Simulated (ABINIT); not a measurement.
# Quasiparticle gap of KZnF3 (Pm-3m) in ABINIT

Aim: the G0W0 gap of KZnF3 (Pm-3m) on LDA, step by step.

Calculated with ABINIT 10.8.3; LDA and many-body steps on it, plane waves.

Most raw output is cut from this account.

### Step 1. Starting point

Symmetry: Pm-3m, No. 221, cubic system. Conventional cell: a = 4.050 Å, b = 4.050 Å, c = 4.050 Å, α = 90.00°, β = 90.00°, γ = 90.00°. K has 12 F at 2.86 Å nearest. Nearest to Zn lie 6 F at 2.03 Å. Nearest to F lie 2 Zn at 2.03 Å and 4 K at 2.86 Å. Farther neighbours and most contacts between anions are not listed.

Structure file:

```cif
data_structure
_symmetry_space_group_name_H-M 'Pm-3m'
_symmetry_Int_Tables_number 221
_cell_length_a 4.0500
_cell_length_b 4.0500
_cell_length_c 4.0500
_cell_angle_alpha 90.000
_cell_angle_beta 90.000
_cell_angle_gamma 90.000
_cell_volume 66.43
loop_
_atom_site_label
_atom_site_type_symbol
_atom_site_symmetry_multiplicity
_atom_site_Wyckoff_symbol
_atom_site_fract_x
_atom_site_fract_y
_atom_site_fract_z
_atom_site_occupancy
K1 K 1 a 0.00000 0.00000 0.00000 1
Zn1 Zn 1 b 0.50000 0.50000 0.50000 1
F1 F 3 c 0.50000 0.50000 0.00000 1
```

The cell and positions come from the Crystallography Open Database and are kept as given unless a step says otherwise.

### Step 2. Ground state

This step: ABINIT 10.8.3; DFT, LDA, plane waves, norm-conserving pseudopotentials.

The ground-state density comes first.

Contents of run.abi:

```
acell 3*1.0 Angstrom
rprim 
  4.050000000000 0.000000000000 0.000000000000
  0.000000000000 4.050000000000 0.000000000000
  0.000000000000 0.000000000000 4.050000000000
ntypat 3
znucl 19 30 9
natom 5
typat 1 2 3 3 3
xred 
  0.000000000000 0.000000000000 0.000000000000
  0.500000000000 0.500000000000 0.500000000000
  0.500000000000 0.500000000000 0.000000000000
  0.000000000000 0.500000000000 0.500000000000
  0.500000000000 0.000000000000 0.500000000000
pp_dirpath "pseudos"
pseudos "K.upf, Zn.upf, F.upf"
ecut 36
ngkpt 6 6 6
nshiftk 1
shiftk 0 0 0
kptopt 1
chksymbreak 0
nband 31
occopt 1
tolvrs 1e-10
nstep 60
prtwf 0
optforces 0
optstress 0
indata_prefix "in"
outdata_prefix "out"
tmpdata_prefix "tmp"
```

Started as:

```
$ OMP_NUM_THREADS=1 mpirun -n 4 abinit run.abi > log
```

The job ended after 35 s (4 MPI ranks of Arm Neoverse V2, shared host; peak memory 0.35 GiB).

Numbers from this step:

| Quantity | Value |
| --- | --- |
| total energy | -8511.5131 eV |
| gap | 3.736 eV |
| k of the valence top | 0.5, 0.5, 0.5 |
| k of the conduction bottom | 0, 0, 0 |
| least direct gap | 5.433 eV |

The gap is indirect, with the least direct gap 1.70 eV higher.

### Step 3. Bands along the symmetry lines

Levels along a band path, at the cheap level, show where the edges lie and whether the meshes to come will hold them.

Contents of run.abi:

```
acell 3*1.0 Angstrom
rprim 
  4.050000000000 0.000000000000 0.000000000000
  0.000000000000 4.050000000000 0.000000000000
  0.000000000000 0.000000000000 4.050000000000
ntypat 3
znucl 19 30 9
natom 5
typat 1 2 3 3 3
xred 
  0.000000000000 0.000000000000 0.000000000000
  0.500000000000 0.500000000000 0.500000000000
  0.500000000000 0.500000000000 0.000000000000
  0.000000000000 0.500000000000 0.500000000000
  0.500000000000 0.000000000000 0.500000000000
pp_dirpath "pseudos"
pseudos "K.upf, Zn.upf, F.upf"
ecut 36
iscf -2
irdden 1
kptopt 0
nkpt 50
kpt 
  0.00000000 0.00000000 0.00000000
  0.00000000 0.06250000 0.00000000
  0.00000000 0.12500000 0.00000000
  0.00000000 0.18750000 0.00000000
  0.00000000 0.25000000 0.00000000
  0.00000000 0.31250000 0.00000000
  0.00000000 0.37500000 0.00000000
  0.00000000 0.43750000 0.00000000
  0.00000000 0.50000000 0.00000000
  0.06250000 0.50000000 0.00000000
  0.12500000 0.50000000 0.00000000
  0.18750000 0.50000000 0.00000000
  0.25000000 0.50000000 0.00000000
  0.31250000 0.50000000 0.00000000
  0.37500000 0.50000000 0.00000000
  0.43750000 0.50000000 0.00000000
  0.50000000 0.50000000 0.00000000
  0.43750000 0.43750000 0.00000000
  0.37500000 0.37500000 0.00000000
  0.31250000 0.31250000 0.00000000
  0.25000000 0.25000000 0.00000000
  0.18750000 0.18750000 0.00000000
  0.12500000 0.12500000 0.00000000
  0.06250000 0.06250000 0.00000000
  0.00000000 0.00000000 0.00000000
  0.06250000 0.06250000 0.06250000
  0.12500000 0.12500000 0.12500000
  0.18750000 0.18750000 0.18750000
  0.25000000 0.25000000 0.25000000
  0.31250000 0.31250000 0.31250000
  0.37500000 0.37500000 0.37500000
  0.43750000 0.43750000 0.43750000
  0.50000000 0.50000000 0.50000000
  0.43750000 0.50000000 0.43750000
  0.37500000 0.50000000 0.37500000
  0.31250000 0.50000000 0.31250000
  0.25000000 0.50000000 0.25000000
  0.18750000 0.50000000 0.18750000
  0.12500000 0.50000000 0.12500000
  0.06250000 0.50000000 0.06250000
  0.00000000 0.50000000 0.00000000
  0.50000000 0.50000000 0.50000000
  0.50000000 0.50000000 0.43750000
  0.50000000 0.50000000 0.37500000
  0.50000000 0.50000000 0.31250000
  0.50000000 0.50000000 0.25000000
  0.50000000 0.50000000 0.18750000
  0.50000000 0.50000000 0.12500000
  0.50000000 0.50000000 0.06250000
  0.50000000 0.50000000 0.00000000
istwfk *1
nband 32
nbdbuf 2
tolwfr 1e-08
nstep 40
prtwf 0
prtvol 0
indata_prefix "in"
outdata_prefix "out"
tmpdata_prefix "tmp"
```

It took 45 s on 4 MPI ranks; peak memory 0.37 GiB.

Numbers from this step:

| Item | Value |
| --- | --- |
| gap | 3.736 eV |
| k of the valence top | 0.5, 0.5, 0.5 |
| k of the conduction bottom | 0, 0, 0 |
| least direct gap | 5.433 eV |

The gap is 3.736 eV, as in the run before at this level.

The electronic bands at the labelled points (eV, zero at the top of the highest filled band):

| point | band 22 | band 23 | band 24 | band 25 | band 26 | band 27 | band 28 | band 29 |
| --- | --- | --- | --- | --- | --- | --- | --- | --- |
| Γ | -1.90 | -1.70 | -1.70 | -1.70 | 3.74 | 8.63 | 8.63 | 9.20 |
| halfway | -1.87 | -1.77 | -1.67 | -1.67 | 4.87 | 8.83 | 9.10 | 9.97 |
| X | -1.88 | -1.63 | -1.60 | -1.60 | 6.52 | 8.18 | 9.61 | 11.07 |
| halfway | -1.79 | -1.66 | -1.51 | -0.64 | 7.09 | 8.79 | 10.10 | 10.63 |
| M | -1.71 | -1.71 | -1.33 | 0.00 | 7.99 | 10.03 | 10.03 | 10.05 |
| halfway | -1.79 | -1.72 | -1.70 | -0.99 | 5.71 | 9.27 | 9.63 | 10.21 |
| Γ | -1.90 | -1.70 | -1.70 | -1.70 | 3.74 | 8.63 | 8.63 | 9.20 |
| halfway | -1.89 | -1.61 | -1.03 | -1.03 | 6.33 | 9.71 | 9.71 | 10.31 |
| R | -1.31 | -1.31 | 0.00 | 0.00 | 8.37 | 8.37 | 8.37 | 10.13 |
| halfway | -1.60 | -1.47 | -1.10 | -0.51 | 7.46 | 8.92 | 9.76 | 10.64 |
| X | -1.88 | -1.63 | -1.60 | -1.60 | 6.52 | 8.18 | 9.61 | 11.07 |
| jump to R | -1.31 | -1.31 | 0.00 | 0.00 | 8.37 | 8.37 | 8.37 | 10.13 |
| halfway | -1.56 | -1.32 | -0.95 | 0.00 | 8.15 | 9.02 | 9.02 | 10.76 |
| M | -1.71 | -1.71 | -1.33 | 0.00 | 7.99 | 10.03 | 10.03 | 10.05 |

### Step 4. Empty states on the mesh, 2×2×2 mesh, 56 bands

The sums over transitions need many empty states on a uniform mesh; this step solves for them.

Contents of run.abi:

```
acell 3*1.0 Angstrom
rprim 
  4.050000000000 0.000000000000 0.000000000000
  0.000000000000 4.050000000000 0.000000000000
  0.000000000000 0.000000000000 4.050000000000
ntypat 3
znucl 19 30 9
natom 5
typat 1 2 3 3 3
xred 
  0.000000000000 0.000000000000 0.000000000000
  0.500000000000 0.500000000000 0.500000000000
  0.500000000000 0.500000000000 0.000000000000
  0.000000000000 0.500000000000 0.500000000000
  0.500000000000 0.000000000000 0.500000000000
pp_dirpath "pseudos"
pseudos "K.upf, Zn.upf, F.upf"
ecut 36
ngkpt 2 2 2
nshiftk 1
shiftk 0 0 0
kptopt 1
chksymbreak 0
iscf -2
irdden 1
istwfk *1
nband 56
nbdbuf 4
tolwfr 1e-09
nstep 60
prtvol 0
indata_prefix "in"
outdata_prefix "out"
tmpdata_prefix "tmp"
```

Run time: 10 s. Hardware: 4 MPI ranks; peak memory 0.28 GiB; 40 s of CPU time.

Numbers from this step:

```
gap                                                           : 3.736 eV
k of the valence top                                          : 0.5, 0.5, 0.5
k of the conduction bottom                                    : 0, 0, 0
least direct gap                                              : 5.433 eV
k points computed                                             : 4
lowest point of the top converged band, above the valence top : 28.69 eV
```

On this mesh the gap is 3.736 eV.

### Step 5. Screening, 2×2×2 mesh, 52 bands, screening to 87.1 eV

The RPA dielectric matrix is built and inverted for each q.

This step: RPA screening on LDA, plane waves, norm-conserving pseudopotentials.

run.abi, as its differences from that of step 4:

```diff
@@ -23,10 +23,11 @@
 chksymbreak 0
-iscf -2
-irdden 1
 istwfk *1
-nband 56
-nbdbuf 4
-tolwfr 1e-09
-nstep 60
-prtvol 0
+occopt 1
+irdwfk 1
+optdriver 3
+nband 52
+ecuteps 3.2
+inclvkb 2
+awtr 1
+symchi 1
 indata_prefix "in"
```

Run time: 5.2 s. Hardware: 4 MPI ranks; peak memory 0.55 GiB.

This step gave:

| Property | Result |
| --- | --- |
| ε∞ with local fields, on this mesh, along the program's q direction | 2.341 |
| the same without local fields | 2.452 |
| plasma frequency | 32.22 eV |
| plane waves in the screening matrix | 123 |

Local fields lower ε∞ by 4 %. On a Γ-centred mesh this coarse the value itself is usually too large, while a short band sum pulls it down.

### Step 6. Self-energy, 2×2×2 mesh, 52 bands, screening to 87.1 eV

The self-energy is evaluated for the states that the input lists, and the levels follow from it, in one-shot runs by the linearised quasiparticle equation.

This step: G0W0 on LDA, plane waves, norm-conserving pseudopotentials.

run.abi, as its differences from that of step 5:

```diff
@@ -26,8 +26,17 @@
 irdwfk 1
-optdriver 3
+optdriver 4
 nband 52
+gwcalctyp 0
+ecutsigx 36
+symsigma 1
+nkptgw 2
+kptgw 
+  0.5000000000 0.5000000000 0.5000000000
+  0.0000000000 0.0000000000 0.0000000000
+bdgw 
+  24 28
+  23 28
 ecuteps 3.2
-inclvkb 2
-awtr 1
-symchi 1
+irdscr 1
+ppmodel 1
 indata_prefix "in"
```

Run time: 3.6 s. Hardware: 4 MPI ranks; peak memory 0.63 GiB.

This step gave:

* G0W0 gap on the points computed: 8.346 eV
* starting gap on the mesh: 3.736 eV
* k of the valence top: 0.5, 0.5, 0.5
* k of the conduction bottom: 0, 0, 0
* Z at the valence top: 0.819
* Z at the conduction bottom: 0.877
* least direct G0W0 gap on the computed points: 9.701 eV

The gap on the mesh goes from 3.74 eV to 8.35 eV, a correction of +4.61 eV.

Limits: finite bands, cutoff and mesh; d shell near the gap, gap tends to lie low; coarse k mesh. v1 is the top filled band, c1 the lowest empty one. Levels before and after the correction, in eV, zero at the valence-band top of each column:

|  | conduction bottom | valence top |
| --- | --- | --- |
| Kohn-Sham | 3.74 | 0.00 |
| G0W0 | 8.35 | 0.00 |

|  | level | energy (eV) |
| --- | --- | --- |
| Kohn-Sham | (0.5 0.5 0.5) v2-v1 | 0.000 |
| Kohn-Sham | (0.5 0.5 0.5) c1-c3 | 8.371 |
| Kohn-Sham | Γ v3-v1 | -1.697 |
| Kohn-Sham | Γ c1 | 3.736 |
| Kohn-Sham | Γ c2-c3 | 8.627 |
| G0W0 | (0.5 0.5 0.5) v2-v1 | 0.000 |
| G0W0 | (0.5 0.5 0.5) c1-c3 | 13.352 |
| G0W0 | Γ v3-v1 | -1.355 |
| G0W0 | Γ c1 | 8.346 |
| G0W0 | Γ c2-c3 | 13.607 |

### Step 7. Where the time went

Times are wall times on 4 MPI ranks of Arm Neoverse V2, shared host, good to a factor of about two.

| step | time | share | memory (GiB) |
| --- | --- | --- | --- |
| ground state | 35 s | 36 % | 0.35 |
| bands along the symmetry lines | 45 s | 45 % | 0.37 |
| empty states on the mesh | 10 s | 10 % | 0.28 |
| screening | 5.2 s | 5 % | 0.55 |
| self-energy | 3.6 s | 4 % | 0.63 |

### Step 8. Outcome

```
LDA gap              : 3.74 eV, indirect
G0W0 gap on the mesh : 8.35 eV
GW settings          : 2×2×2 mesh, 52 bands, screening to 87.1 eV, Godby-Needs plasmon pole
known limits         : not at the basis limit; d shell near the gap, gap tends to lie low; coarse k mesh
```

In words: G0W0 moves the gap on the mesh from 3.74 eV to 8.35 eV (+4.61 eV), with Z of 0.82 and 0.88 at the edges. Local fields lower the RPA ε∞ on this mesh from 2.45 to 2.34; a Γ-centred mesh this coarse tends to raise both, most where the direct gap is narrow, while a short band sum lowers them. Only 2 of the mesh's irreducible points were corrected, so a valley elsewhere could overtake. Bands and cutoff are finite, so the gap is not at the basis limit. The miss can reach some tenths of an eV and take either sign; the mesh is an error of its own. In the G0W0 run levels were corrected at 2 k points alone, so a gap called «on the mesh» is the least over those, and an edge elsewhere would be missed. The 2×2×2 mesh is coarse for this cell, which bears on the long-range parts of exchange and screening. This is the ideal cubic cell; many perovskites, halides above all, are cubic only on average, and local tilts or off-centring can widen the gap. A d shell, filled or nearly so, lies near the gap. One-shot GW converges very slowly in bands there, not always from below, and on a semilocal start the gap tends to come out low; starts rich in exact exchange can overshoot instead.

[Paths, hosts, dates, memory and timing lines, banners, echoed tables and standing remarks are left out of the program output.]

[Logs are printed without paths, hosts, clocks, repeated set-up lines and the standing remarks that a program may print on its own settings, such as how far it seeks lower states.]

[Runs of the session that timed out or met a known fault of the program may be left out.]

[Hosts, paths, dates, database ids (printed as entryN), source tags and the programs' standing remarks are cut or masked in the printed files.]

[G0W0 gaps are taken among the corrected bands and points alone; a level outside them can change the order at an edge.]

[Where Ansatz stands beside ABINIT at settings called matched, ABINIT's density can come from a denser mesh and the files from another edition; pairs whose starting gaps differed by over 0.03 eV were left out, so agreement reads better than it is.]
